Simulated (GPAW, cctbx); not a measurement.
## Reading charge transfer from structure factors

TiSn2, I4/mcm (no. 140), a = 6.9757 Å, b = 6.9757 Å, c = 5.5508 Å, α = 90.00°, β = 90.00°, γ = 90.00°.

```csv
atom,mult.,x,y,z
Sn1,8,0.3288,0.8288,1/2
Ti1,4,0,0,3/4
```

The start was made by putting kin elements into a known structure type; the compound need not exist, or be stable, in this form.

Absolute values of the static structure factors of the conventional cell from DFT (PBE, GPAW) against free spherical atoms, in electrons:

| hkl | d (Å) | free atoms | crystal |
| --- | --- | --- | --- |
| 110 | 4.933 | 6.08 | 5.04 |
| 200 | 3.488 | 120.44 | 120.03 |
| 002 | 2.775 | 265.43 | 265.72 |
| 211 | 2.720 | 242.89 | 242.76 |
| 220 | 2.466 | 160.17 | 159.64 |
| 112 | 2.419 | 135.26 | 134.43 |
| 310 | 2.206 | 207.60 | 207.00 |
| 202 | 2.172 | 229.47 | 228.51 |
| 222 | 1.844 | 31.49 | 31.32 |
| 321 | 1.827 | 20.55 | 20.83 |

**Question.** Which way does charge move, and which reflections show it best?

Project each element's phase sum on the total phase. At low angle |F| should rise if density moves to atoms that scatter in phase and fall if it moves to atoms that scatter against it.

| hkl | Sn in phase | Ti in phase | change (e) | (%) |
| --- | --- | --- | --- | --- |
| 110 | +1.8 | -4.0 | -1.04 | -17.1 |
| 200 | +4.4 | -4.0 | -0.41 | -0.3 |
| 002 | +8.0 | -4.0 | +0.29 | +0.1 |
| 211 | +5.9 | 0.0 | -0.12 | -0.1 |
| 220 | +2.4 | +4.0 | -0.53 | -0.3 |
| 112 | +1.8 | +4.0 | -0.83 | -0.6 |
| 310 | +3.8 | +4.0 | -0.60 | -0.3 |
| 202 | +4.4 | +4.0 | -0.96 | -0.4 |

Low-angle reflections that set elements apart and change by more than 0.05 e: 110, 200, 002, 211 and 112. The real-space density gives Voronoi charges Sn +0.07, Ti -0.13 e. The signs that these charges predict hold for 110, 200 and 211 and fail for 002 and 112, so the simple rule can't give the direction here. The reflections see the density near the nuclei and the atoms' change of size and shape; Voronoi cells count what crosses the midplanes.

[Outputs are excerpts: Python notices, other lines and further rows are left out; steps that failed or that the build refused (PBEsol, TPSS) are not shown.]

[Logs are printed without paths, hosts, clocks, repeated set-up lines and the standing remarks that a program may print on its own settings, such as how far it seeks lower states.]
